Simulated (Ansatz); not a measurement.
# CdF2 (Fm-3m): given cell or relaxed cell?, part 2 of 2

Aim: gaps of CdF2 (Fm-3m) at the database cell and after a full relaxation.

Ansatz 0.2.0; PBE, HSE06 and G0W0, plane waves, PAW. Known limits of the many-body steps: not at the basis limit; d shell near the gap, gap tends to lie low; no spin-orbit coupling.

So far. Step 2 (PBE bands at the given cell): The gap is indirect, with the least direct gap 0.50 eV higher. The pressure of 5 GPa says that this functional would expand the cell; it is kept. Step 4 (PBE at the relaxed cell): The gap is indirect, with the least direct gap 0.56 eV higher.

### Step 5. HSE06 at the relaxed cell

HSE06 mixes in a quarter of exact exchange at short range. Exchange couples all pairs of k points, which makes a full band path dear, so levels are read on the mesh and at chosen points.

This step: DFT, HSE06, plane waves, PAW; PAW set soft_1.

Contents of input.yaml:

```yaml
crystal:
  lattice:
    - [0.0, 2.7406540682, 2.7406540682]
    - [2.7406540682, 0.0, 2.7406540682]
    - [2.7406540682, 2.7406540682, 0.0]
  atoms:
    - { symbol: Cd, position: [0.0, 0.0, 0.0] }
    - { symbol: F, position: [0.25, 0.25, 0.25] }
    - { symbol: F, position: [0.75, 0.75, 0.75] }
kpoints:
  mp_grid: { grid: [4, 4, 4] }
  band_path:
    path:
      - [0.0, 0.0, 0.0]
      - [0.5, 0.0, 0.5]
      - [0.625, 0.25, 0.625]
      - [0.375, 0.375, 0.75]
      - [0.5, 0.5, 0.5]
      - [0.5, 0.25, 0.75]
    npoints: 1
hamiltonian:
  xc: hse06
  pseudopotentials: { kind: paw, azcp: { folder: soft_1 } }
scf:
  occupations: { method: fixed }
  n_extra_bands: 5
output:
  eigenvalues: true
```

On the command line:

```sh
$ ansatz run input.yaml --threads 24 --pin off --max-ram 82944MiB --backend cuda --events-out ev --progress --plain --runs-dir out --devices 1 --max-vram 78GiB
```

Numbers of over 12 decimals in the logs are rounded to 6 here.

Output:

```text
[...]
GPUs: using 1 of 1 available (devices: 1).
[...]
davidson cushion auto → on  (no smearing: the cushion is to keep the highest requested band from converging to the state above it; pin scf.eigensolver.cushion to override)
[...]
GPU FFT provider: cuFFT
GPU libraries: cuBLAS 13.8.1, cuFFT 12.4.0, cuSOLVER 12.3.2
[...]
Crystal: 3 atoms, lattice volume = 41.171 Å³
Basis set: ecut = 420 eV, 821 PW (Γ)
[...]
Fermi energy:    4.142695 eV
[...]
--- Band table (eV; the first three rows and the last of 8) ---
  k-point 0: bands = [... 13 lower, 3.2542, 3.4976, 3.4976, 3.4976, 9.1405, 18.8431, 18.8431, 18.8431, ... 1 higher]
  k-point 1: bands = [... 13 lower, 2.8271, 3.0252, 3.6058, 3.6058, 10.9371, 16.9177, 19.6705, 19.6705, ... 1 higher]
  k-point 2: bands = [... 13 lower, 2.4018, 2.4018, 3.6601, 3.6601, 13.2439, 15.1930, 20.6667, 20.6667, ... 1 higher]
  k-point 7: bands = [... 13 lower, 2.6535, 2.6535, 3.6090, 4.1427, 14.2067, 17.5213, 17.7802, 17.7802, ... 1 higher]
[key lines of the parts left out:]
Free energy (F): -9875.641348 eV
```

Run time: 2.4 s. Hardware: 1 × NVIDIA GB200 (shared by 2 runs) with 24 threads of Arm Neoverse V2, shared host; peak memory 1.2 GiB.

Numbers from this step:

* gap: 4.998 eV
* valence top at: W
* conduction bottom at: Γ
* least direct gap: 5.643 eV

The gap stands +2.08 eV against PBE.

### Step 6. G0W0 at the relaxed cell

Now the one-shot GW correction: screening in the RPA, then the self-energy of the levels asked for. This step takes PAW set soft_1 files.

This step: G0W0 on PBE, plane waves, PAW; PAW set soft_1.

Contents of input.yaml:

```yaml
crystal:
  lattice:
    - [0.0, 2.7406540682, 2.7406540682]
    - [2.7406540682, 0.0, 2.7406540682]
    - [2.7406540682, 2.7406540682, 0.0]
  atoms:
    - { symbol: Cd, position: [0.0, 0.0, 0.0] }
    - { symbol: F, position: [0.25, 0.25, 0.25] }
    - { symbol: F, position: [0.75, 0.75, 0.75] }
kpoints:
  mp_grid: { grid: [6, 6, 6] }
hamiltonian:
  xc: pbe
  pseudopotentials: { kind: paw, azcp: { folder: soft_1 } }
scf:
  occupations: { method: fixed }
gw:
  n_empty_bands: 122
  ecut_chi: 120
  qp_bands: [v2, c2]
  qp_kpoints: band_edges
  screening: { model: contour_deformation }
```

Output:

```text
GPUs: using 1 of 1 available (devices: 1).
[...]
Crystal: 3 atoms, lattice volume = 41.171 Å³
Basis set: ecut = 420 eV, 821 PW (Γ)
Bands: 21, of which v1, the nominal top of the filled ones, is band 17 counted from 1 (16 counted from 0)
Symmetry: 48 space group operations
[...]
k-points: 16 of 216
[...]
3    18     12.4778   -12.9080    -3.8641   -18.2270  0.8146    13.9628    13.9326  root
[...]
15    16      5.1875   -31.8625     6.2575   -24.2641  0.7416     3.8098     3.8465  root
    15    17      5.6539   -33.1693     6.0191   -25.8117  0.7540     4.2837     4.3155  root
    15    18     13.3188   -12.2551    -4.2744   -18.0895  0.8110    14.9168    14.8789  root
    15    19     16.0260    -7.9435    -4.2968   -13.2950  0.8244    17.0958    17.0808  root
[key lines of the parts left out:]
SCF converged after 8 iterations
Free energy (F): -9872.247355 eV
Fermi energy:    5.653933 eV
```

Wall time 4.5 s (1 × NVIDIA GB200 (shared by 2 runs) with 24 threads); peak memory 1.2 GiB.

Numbers from this step:

```
bands summed                                 : 139
RPA ε∞ on this mesh (eigenvalues)            : 2.792, 2.792, 2.792
plane waves in the screening matrix          : 113
G0W0 gap on the mesh                         : 5.078 eV
k of the valence top                         : 0.1667, -0.5, -0.3333
k of the conduction bottom                   : 0, 0, 0
starting gap on the mesh                     : 2.932 eV
least direct G0W0 gap on the computed points : 5.807 eV
```

The gap on the mesh goes from 2.93 eV to 5.08 eV, a correction of +2.15 eV. Between the two edge states, bare exchange in place of the xc potential would open the gap by 11.81 eV, and correlation takes back 9.67 eV.

### Step 7. G0W0 at the given cell

input.yaml, the sections that differ from step 6:

```yaml
crystal:
  lattice:
    - [0.0, 2.694, 2.694]
    - [2.694, 0.0, 2.694]
    - [2.694, 2.694, 0.0]
  atoms:
    - { symbol: Cd, position: [0.0, 0.0, 0.0] }
    - { symbol: F, position: [0.25, 0.25, 0.25] }
    - { symbol: F, position: [0.75, 0.75, 0.75] }
gw:
  n_empty_bands: 116
  ecut_chi: 120
  qp_bands: [v2, c2]
  qp_kpoints: band_edges
  screening: { model: contour_deformation }
# kpoints, hamiltonian, scf: as in step 6
```

Output:

```text
GPUs: using 1 of 1 available (devices: 1).
[...]
Crystal: 3 atoms, lattice volume = 39.104 Å³
Basis set: ecut = 420 eV, 749 PW (Γ)
Bands: 21, of which v1, the nominal top of the filled ones, is band 17 counted from 1 (16 counted from 0)
Symmetry: 48 space group operations
[...]
k-points: 16 of 216
[...]
3    18     13.6270   -13.0369    -3.9259   -18.4820  0.8211    15.1752    15.1461  root
[...]
15    16      5.8483   -31.9864     6.2280   -24.3668  0.7511     4.4215     4.4568  root
    15    17      6.4110   -33.4992     5.9581   -26.1523  0.7648     4.9921     5.0222  root
    15    18     14.5083   -12.3589    -4.3308   -18.3170  0.8181    16.1718    16.1356  root
    15    19     17.1123    -8.2097    -4.3341   -13.6512  0.8306    18.2368    18.2197  root
[key lines of the parts left out:]
SCF converged after 8 iterations
Free energy (F): -9872.213641 eV
Fermi energy:    6.410965 eV
```

The job ended after 4.3 s (1 × NVIDIA GB200 (shared by 2 runs) with 24 threads; peak memory 1.2 GiB).

Numbers from this step:

- bands summed: 133
- RPA ε∞ on this mesh (eigenvalues): 2.781, 2.781, 2.781
- plane waves in the screening matrix: 113
- G0W0 gap on the mesh: 5.341 eV
- k of the valence top: 0.1667, -0.5, -0.3333
- k of the conduction bottom: 0, 0, 0
- starting gap on the mesh: 3.118 eV
- least direct G0W0 gap on the computed points: 6.020 eV

The gap on the mesh goes from 3.12 eV to 5.34 eV, a correction of +2.22 eV. Between the two edge states, bare exchange in place of the xc potential would open the gap by 11.85 eV, and correlation takes back 9.63 eV.

### Step 8. Together

G0W0 rows are gaps on the mesh, lowered by the amount that the mesh misses the start's edges, a rough step that assumes the same correction there.

```csv
level,given cell (eV),relaxed cell (eV),change (eV)
PBE,3.10,2.91,−0.18
HSE06,-,5.00,-
G0W0@PBE,5.32,5.06,−0.26
```

### Step 9. Summary of results

```
volume change          : +5.3 %
PBE, given cell        : 3.10 eV
PBE, relaxed cell      : 2.91 eV
HSE06, relaxed cell    : 5.00 eV
G0W0@PBE, relaxed cell : 5.06 eV
G0W0@PBE, given cell   : 5.32 eV
known limits           : not at the basis limit; d shell near the gap, gap tends to lie low; no spin-orbit coupling
```

**Reading.** Relaxation changes the volume by +5.3 % and the gap by −0.18 eV (PBE) and −0.26 eV (G0W0@PBE). Bands and cutoff are finite, so the gap is not at the basis limit. The miss can reach some tenths of an eV and take either sign; the mesh is an error of its own. A d shell, filled or nearly so, lies near the gap. One-shot GW converges very slowly in bands there, not always from below, and on a semilocal start the gap tends to come out low; starts rich in exact exchange can overshoot instead. The many-body steps are scalar-relativistic: spin-orbit coupling is not in them.

[Paths, hosts, dates, memory and timing lines, banners, echoed tables and standing remarks are left out of the program output.]

[Logs are printed without paths, hosts, clocks, repeated set-up lines and the standing remarks that a program may print on its own settings, such as how far it seeks lower states.]

[Runs of the session that timed out or met a known fault of the program may be left out.]

[Cells called generated may have been cut or substituted from an entry of the Crystallography Open Database or the Materials Project.]

[Hosts, paths, dates, database ids (printed as entryN), source tags and the programs' standing remarks are cut or masked in the printed files.]
